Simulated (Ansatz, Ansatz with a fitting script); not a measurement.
An input for Ansatz 0.2.0 (C (R-3m)):

```yaml
crystal:
  lattice:
    - [2.46, 0.0, 0.0]
    - [-1.23, 2.1304224933, 0.0]
    - [0.0, -1.4202816622, 18.1333333333]
  atoms:
    - { symbol: C, position: [0.2378033088, 0.4756066176, 0.7134099265] }
    - { symbol: C, position: [0.7566819853, 0.5133639706, 0.2700459559] }
    - { symbol: C, position: [0.0896875, 0.179375, 0.2690625] }
    - { symbol: C, position: [0.9047977941, 0.8095955882, 0.7143933824] }
    - { symbol: C, position: [0.0277297794, 0.0554595588, 0.0831893382] }
    - { symbol: C, position: [0.9667555147, 0.9335110294, 0.9002665441] }
    - { symbol: C, position: [0.36171875, 0.7234375, 0.08515625] }
    - { symbol: C, position: [0.6327665441, 0.2655330882, 0.8982996324] }
kpoints:
  mp_grid: { grid: [5, 5, 5] }
hamiltonian:
  xc: lda
  pseudopotentials: { kind: paw, source: ansatz, frozen_core: stored }
scf:
  occupations: { method: fixed }
  lower_state_search: "off"
  convergence: { dr2_threshold: 1.0e-09 }
output:
  embedding: [{ level: hf }]
basis:
  ecutwfc: 1000
```

```sh
ansatz run input.yaml --threads 20 --pin off --max-ram 73728MiB --backend cpu --events-out ev --progress --plain --runs-dir out
```

How long will it take on 20 threads of Arm Neoverse V2, shared host, and how much memory?

It took 51 s; on shared hardware allow 26 s to 1.7 min. Peak host memory was 1.6 GiB.

[Paths, hosts, dates, memory and timing lines, banners, echoed tables and standing remarks are left out of the program output.]

[Logs are printed without paths, hosts, clocks, repeated set-up lines and the standing remarks that a program may print on its own settings, such as how far it seeks lower states.]

[Runs of the session that timed out or met a known fault of the program may be left out.]

[Hosts, paths, dates, database ids (printed as entryN), source tags and the programs' standing remarks are cut or masked in the printed files.]
